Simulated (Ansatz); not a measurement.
# Leakage through LiF between Pd(100) and Pd(100): one more thickness

The current through thinner LiF barriers is known. What leaks through 5 layers at 0.25 V?

Set-up. Ansatz 0.2.0, plane waves with PAW datasets, PBE; a slab with two metal leads whose outer parts are reservoirs, with density and current solved under bias (Landauer, 300 K). The LiF is strained to the lead's lattice, the interfaces are relaxed in a short slab (PBE+D3(BJ)), and bulk layers are laid on.

The runs, with one result withheld:

| layers of LiF | cell length (Å) | drop between the leads' cuts at 0.25 V (V) | current density at 0.25 V (A/m²) |
| --- | --- | --- | --- |
| 1 | 63.87 | 0.235 | 3.91×10¹³ |
| 2 | 66.01 | 0.250 | 7.27×10¹¹ |
| 3 | 68.06 | 0.250 | 3.49×10¹⁰ |
| 4 | 70.11 | 0.250 | 1.06×10⁹ |
| 5 | 72.14 | 0.250 | ? |

Worked fit:

Deep in a barrier the current should fall by a fixed factor for each layer; the steps shown give 54, 21 and 33 per layer, so that is only roughly so here. A straight line through ln J for 2, 3 and 4 layers has the slope −3.266 per layer, a factor of 26; with about 2.05 Å per layer that is β = 1.6 Å⁻¹. Then J = exp(33.920 − 3.266 × 5). Predicted: 4.36×10⁷ A/m².

**The withheld run.**

3.67×10⁷ A/m², so the prediction is 19 % too high. From 4 to 5 layers the current falls by 29 per layer, against the fitted 26. The steps are uneven, so one factor describes this series only roughly.

Caveats: On every other k-point the currents of these runs, at any bias, move by up to 14 %. A semilocal functional makes the barrier's gap too small; each thickness has its own relaxed interfaces. At 3 and 5 layers the conductance at 0 V times the bias is 2.1 and 2.8 times the current, a sign of narrow levels at zero bias or of coarse sampling.
